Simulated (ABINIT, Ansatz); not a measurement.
**A GW chain in ABINIT: K2TaNbO6 (P4/mmm)**

Wanted: ground state, empty states, screening and self-energy for K2TaNbO6 (P4/mmm).

Main program and level: ABINIT 10.8.3; LDA and many-body steps on it, plane waves.

Most raw output is cut from this account.

### 1. Starting point

The structure is tetragonal, space group P4/mmm (No. 123). Conventional cell: a = 4.052 Å, b = 4.052 Å, c = 8.100 Å, α = 90.00°, β = 90.00°, γ = 90.00°. Nearest to K lie 12 O at 2.86 to 2.87 Å. Ta has 6 O at 2.01 to 2.03 Å nearest. Nearest to Nb lie 6 O at 2.03 to 2.04 Å. O has 1 Ta at 2.01 Å and 1 Nb at 2.04 Å and 4 K at 2.86 Å nearest. Nearest to O lie 2 Ta at 2.03 Å and 4 K at 2.87 Å. Nearest to O lie 2 Nb at 2.03 Å and 4 K at 2.86 Å. Farther neighbours and most contacts between anions are not listed.

The cell and positions are those that the Materials Project relaxed with its own functionals (PBE, PBE+U or r2SCAN), kept fixed. Spin-orbit coupling is left out unless a step names it.

### 2. Ground state

This step: ABINIT 10.8.3; DFT, LDA, plane waves, norm-conserving pseudopotentials.

The ground-state density comes first.

run.abi

```
acell 3*1.0 Angstrom
rprim 
  4.051501000000 0.000000000000 0.000000000000
  0.000000000000 4.051501000000 0.000000000000
  0.000000000000 0.000000000000 8.099891000000
ntypat 4
znucl 19 73 41 8
natom 10
typat 1 1 2 3 4 4 4 4 4 4
xred 
  0.500000000000 0.500000000000 0.251188000000
  0.500000000000 0.500000000000 0.748812000000
  0.000000000000 0.000000000000 0.000000000000
  0.000000000000 0.000000000000 0.500000000000
  0.000000000000 0.000000000000 0.247978000000
  0.000000000000 0.000000000000 0.752022000000
  0.000000000000 0.500000000000 0.000000000000
  0.500000000000 0.000000000000 0.000000000000
  0.000000000000 0.500000000000 0.500000000000
  0.500000000000 0.000000000000 0.500000000000
pp_dirpath "pseudos"
pseudos "K.upf, Ta.upf, Nb.upf, O.upf"
ecut 37
ngkpt 6 6 4
nshiftk 1
shiftk 0 0 0
kptopt 1
chksymbreak 0
nband 49
occopt 1
tolvrs 1e-10
nstep 60
prtwf 0
optforces 0
optstress 0
indata_prefix "in"
outdata_prefix "out"
tmpdata_prefix "tmp"
```

Run with:

```
$ OMP_NUM_THREADS=1 mpirun -n 4 abinit run.abi > log
```

Run time: 8.5 min. Hardware: 4 MPI ranks of Arm Neoverse N1, shared host; peak memory 0.62 GiB; 34 min of CPU time.

This step gave:

- total energy: -7807.1384 eV
- gap: 1.316 eV
- k of the valence top: 0.5, 0.5, 0
- k of the conduction bottom: 0, 0, 0
- least direct gap: 1.783 eV

The gap is indirect, with the least direct gap 0.47 eV higher.

### 3. Bands along the symmetry lines

The cheap functional maps the bands first; the places of the edges decide which points the dearer methods must see.

Edit run.abi of step 2 so:

```diff
@@ -23,14 +23,53 @@
 ecut 37
-ngkpt 6 6 4
-nshiftk 1
-shiftk 0 0 0
-kptopt 1
-chksymbreak 0
-nband 49
-occopt 1
-tolvrs 1e-10
-nstep 60
+iscf -2
+irdden 1
+kptopt 0
+nkpt 39
+kpt 
+  0.00000000 0.00000000 0.00000000
+  0.00000000 0.12500000 0.00000000
+  0.00000000 0.25000000 0.00000000
+  0.00000000 0.37500000 0.00000000
+  0.00000000 0.50000000 0.00000000
+  0.12500000 0.50000000 0.00000000
+  0.25000000 0.50000000 0.00000000
+  0.37500000 0.50000000 0.00000000
+  0.50000000 0.50000000 0.00000000
+  0.37500000 0.37500000 0.00000000
+  0.25000000 0.25000000 0.00000000
+  0.12500000 0.12500000 0.00000000
+  0.00000000 0.00000000 0.00000000
+  0.00000000 0.00000000 0.12500000
+  0.00000000 0.00000000 0.25000000
+  0.00000000 0.00000000 0.37500000
+  0.00000000 0.00000000 0.50000000
+  0.00000000 0.12500000 0.50000000
+  0.00000000 0.25000000 0.50000000
+  0.00000000 0.37500000 0.50000000
+  0.00000000 0.50000000 0.50000000
+  0.12500000 0.50000000 0.50000000
+  0.25000000 0.50000000 0.50000000
+  0.37500000 0.50000000 0.50000000
+  0.50000000 0.50000000 0.50000000
+  0.37500000 0.37500000 0.50000000
+  0.25000000 0.25000000 0.50000000
+  0.12500000 0.12500000 0.50000000
+  0.00000000 0.00000000 0.50000000
+  0.00000000 0.50000000 0.00000000
+  0.00000000 0.50000000 0.12500000
+  0.00000000 0.50000000 0.25000000
+  0.00000000 0.50000000 0.37500000
+  0.00000000 0.50000000 0.50000000
+  0.50000000 0.50000000 0.00000000
+  0.50000000 0.50000000 0.12500000
+  0.50000000 0.50000000 0.25000000
+  0.50000000 0.50000000 0.37500000
+  0.50000000 0.50000000 0.50000000
+istwfk *1
+nband 47
+nbdbuf 2
+tolwfr 1e-08
+nstep 40
 prtwf 0
-optforces 0
-optstress 0
+prtvol 0
 indata_prefix "in"
```

The job ended after 4.4 min (4 MPI ranks; peak memory 0.6 GiB).

This step gave:

| Item | Value |
| --- | --- |
| gap | 1.316 eV |
| k of the valence top | 0.5, 0.5, 0 |
| k of the conduction bottom | 0, 0, 0 |
| least direct gap | 1.783 eV |

The gap is 1.316 eV, as in the run before at this level.

The electronic bands at the labelled points (eV, zero at the top of the highest filled band):

```csv
point,band 37,band 38,band 39,band 40,band 41,band 42,band 43,band 44
Γ,-0.93,-0.72,-0.70,-0.70,1.32,1.57,1.57,2.09
halfway,-1.27,-0.87,-0.86,-0.57,1.63,2.67,2.92,3.47
X,-1.41,-0.92,-0.92,-0.10,1.69,3.81,4.05,4.36
halfway,-0.66,-0.59,-0.50,-0.08,2.99,4.07,4.23,4.90
M,-0.16,-0.06,-0.06,0.00,4.08,4.08,4.87,5.69
halfway,-0.87,-0.70,-0.66,-0.48,2.88,3.02,3.36,4.24
Γ,-0.93,-0.72,-0.70,-0.70,1.32,1.57,1.57,2.09
halfway,-0.94,-0.94,-0.76,-0.76,1.32,2.01,2.01,2.08
Z,-0.94,-0.94,-0.79,-0.79,1.32,2.08,2.61,2.61
halfway,-1.32,-1.31,-0.74,-0.65,2.63,2.67,3.28,3.48
R,-1.47,-1.33,-0.63,-0.52,2.67,3.56,3.81,4.18
halfway,-0.73,-0.72,-0.47,-0.44,3.38,4.22,4.23,4.33
A,-0.53,-0.53,-0.16,0.00,4.26,4.26,4.87,5.28
halfway,-0.84,-0.81,-0.58,-0.58,3.29,3.35,3.38,4.23
Z,-0.94,-0.94,-0.79,-0.79,1.32,2.08,2.61,2.61
jump to X,-1.41,-0.92,-0.92,-0.10,1.69,3.81,4.05,4.36
halfway,-1.17,-1.16,-1.16,-0.21,2.10,3.81,4.05,4.10
R,-1.47,-1.33,-0.63,-0.52,2.67,3.56,3.81,4.18
jump to M,-0.16,-0.06,-0.06,0.00,4.08,4.08,4.87,5.69
halfway,-0.20,-0.20,-0.16,0.00,4.16,4.16,4.87,5.49
A,-0.53,-0.53,-0.16,0.00,4.26,4.26,4.87,5.28
```

### 4. Empty states on the mesh, 2×2×1 mesh, 280 bands

The sums over transitions need many empty states on a uniform mesh; this step solves for them.

run.abi

```
acell 3*1.0 Angstrom
rprim 
  4.051501000000 0.000000000000 0.000000000000
  0.000000000000 4.051501000000 0.000000000000
  0.000000000000 0.000000000000 8.099891000000
ntypat 4
znucl 19 73 41 8
natom 10
typat 1 1 2 3 4 4 4 4 4 4
xred 
  0.500000000000 0.500000000000 0.251188000000
  0.500000000000 0.500000000000 0.748812000000
  0.000000000000 0.000000000000 0.000000000000
  0.000000000000 0.000000000000 0.500000000000
  0.000000000000 0.000000000000 0.247978000000
  0.000000000000 0.000000000000 0.752022000000
  0.000000000000 0.500000000000 0.000000000000
  0.500000000000 0.000000000000 0.000000000000
  0.000000000000 0.500000000000 0.500000000000
  0.500000000000 0.000000000000 0.500000000000
pp_dirpath "pseudos"
pseudos "K.upf, Ta.upf, Nb.upf, O.upf"
ecut 37
ngkpt 2 2 1
nshiftk 1
shiftk 0 0 0
kptopt 1
chksymbreak 0
iscf -2
irdden 1
istwfk *1
nband 280
nbdbuf 24
tolwfr 1e-09
nstep 60
prtvol 0
indata_prefix "in"
outdata_prefix "out"
tmpdata_prefix "tmp"
```

The job ended after 5.8 min (4 MPI ranks; peak memory 0.48 GiB; 23 min of CPU time).

Numbers from this step:

| Item | Value |
| --- | --- |
| gap | 1.316 eV |
| k of the valence top | 0.5, 0.5, 0 |
| k of the conduction bottom | 0, 0, 0 |
| least direct gap | 1.783 eV |
| k points computed | 3 |
| lowest point of the top converged band, above the valence top | 72.9532 eV |

On this mesh the gap is 1.316 eV.

### 5. Screening, 2×2×1 mesh, 256 bands, screening to 176.9 eV

The RPA dielectric matrix is built and inverted for each q.

This step: RPA screening on LDA, plane waves, norm-conserving pseudopotentials.

Edit run.abi of step 4 so:

```diff
@@ -28,10 +28,11 @@
 chksymbreak 0
-iscf -2
-irdden 1
 istwfk *1
-nband 280
-nbdbuf 24
-tolwfr 1e-09
-nstep 60
-prtvol 0
+occopt 1
+irdwfk 1
+optdriver 3
+nband 256
+ecuteps 6.5
+inclvkb 2
+awtr 1
+symchi 1
 indata_prefix "in"
```

Wall time 3.5 min (4 MPI ranks); peak memory 2.2 GiB.

This step gave:

* ε∞ with local fields, on this mesh, along the program's q direction: 12.17
* the same without local fields: 13.06
* plasma frequency: 28.80 eV
* plane waves in the screening matrix: 733

Local fields lower ε∞ by 7 %. On a Γ-centred mesh this coarse the value itself is usually too large, while a short band sum pulls it down.

### 6. Self-energy, 2×2×1 mesh, 256 bands, screening to 176.9 eV

The self-energy is evaluated for the states that the input lists, and the levels follow from it, in one-shot runs by the linearised quasiparticle equation.

This step: G0W0 on LDA, plane waves, norm-conserving pseudopotentials.

Edit run.abi of step 5 so:

```diff
@@ -31,8 +31,19 @@
 irdwfk 1
-optdriver 3
+optdriver 4
 nband 256
+gwcalctyp 0
+ecutsigx 37
+symsigma 1
+nkptgw 3
+kptgw 
+  0.5000000000 0.5000000000 0.0000000000
+  0.0000000000 0.0000000000 0.0000000000
+  0.5000000000 0.0000000000 0.0000000000
+bdgw 
+  38 42
+  39 43
+  39 42
 ecuteps 6.5
-inclvkb 2
-awtr 1
-symchi 1
+irdscr 1
+ppmodel 1
 indata_prefix "in"
```

Elapsed: 2.4 min, on 4 MPI ranks; peak memory 1.6 GiB; 9.4 min of CPU time.

This step gave:

```yaml
g0w0_gap_on_the_points_computed: 2.431 eV
starting_gap_on_the_mesh: 1.316 eV
k_of_the_valence_top: 0.5, 0.5, 0
k_of_the_conduction_bottom: 0, 0, 0
z_at_the_valence_top: 0.76
z_at_the_conduction_bottom: 0.8
least_direct_g0w0_gap_on_the_computed_points: 2.919 eV
```

The gap on the mesh goes from 1.32 eV to 2.43 eV, a correction of +1.12 eV.

Limits: finite bands, cutoff and mesh; no spin-orbit coupling; coarse k mesh. v1 is the top filled band, c1 the lowest empty one. The levels before and after the correction (eV, zero at the valence-band top of each column):

```csv
,conduction bottom,valence top
Kohn-Sham,1.32,0.00
G0W0,2.43,0.00
```

```csv
,level,energy (eV)
Kohn-Sham,(0.5 0.5 0) v3-v2,-0.059
Kohn-Sham,(0.5 0.5 0) v1,0.000
Kohn-Sham,(0.5 0.5 0) c1-c2,4.084
Kohn-Sham,Γ v2-v1,-0.705
Kohn-Sham,Γ c1,1.316
Kohn-Sham,Γ c2-c3,1.568
G0W0,(0.5 0.5 0) v3-v2,-0.020
G0W0,(0.5 0.5 0) v1,0.000
G0W0,(0.5 0.5 0) c1-c2,5.363
G0W0,Γ v2-v1,-0.836
G0W0,Γ c1,2.431
G0W0,Γ c2-c3,2.729
```

### 7. Where the time went

Times are wall times on 4 MPI ranks of Arm Neoverse N1, shared host, good to a factor of about two.

```csv
step,time,share,memory (GiB)
ground state,8.5 min,35 %,0.62
bands along the symmetry lines,4.4 min,18 %,0.6
empty states on the mesh,5.8 min,24 %,0.48
screening,3.5 min,14 %,2.2
self-energy,2.4 min,10 %,1.6
```

### 8. Summary of results

```yaml
lda_gap: 1.32 eV, indirect
g0w0_gap_on_the_mesh: 2.43 eV
gw_settings: 2×2×1 mesh, 256 bands, screening to 176.9 eV, Godby-Needs plasmon pole
known_limits: not at the basis limit; no spin-orbit coupling; coarse k mesh
```

What this shows: G0W0 moves the gap on the mesh from 1.32 eV to 2.43 eV (+1.12 eV), with Z of 0.76 and 0.80 at the edges. Local fields lower the RPA ε∞ on this mesh from 13.06 to 12.17; a Γ-centred mesh this coarse tends to raise both, most where the direct gap is narrow, while a short band sum lowers them. Bands and cutoff are finite, so the gap is not at the basis limit. The miss can reach some tenths of an eV and take either sign; the mesh is an error of its own. The 2×2×1 mesh is coarse for this cell, which bears on the long-range parts of exchange and screening. The many-body steps are scalar-relativistic: spin-orbit coupling is not in them.

[Paths, hosts, dates, memory and timing lines, banners, echoed tables and standing remarks are left out of the program output.]

[Logs are printed without paths, hosts, clocks, repeated set-up lines and the standing remarks that a program may print on its own settings, such as how far it seeks lower states.]

[Runs of the session that timed out or met a known fault of the program may be left out.]

[Hosts, paths, dates, database ids (printed as entryN), source tags and the programs' standing remarks are cut or masked in the printed files.]

[G0W0 gaps are taken among the corrected bands and points alone; a level outside them can change the order at an edge.]

[Where Ansatz stands beside ABINIT at settings called matched, ABINIT's density can come from a denser mesh and the files from another edition; pairs whose starting gaps differed by over 0.03 eV were left out, so agreement reads better than it is.]
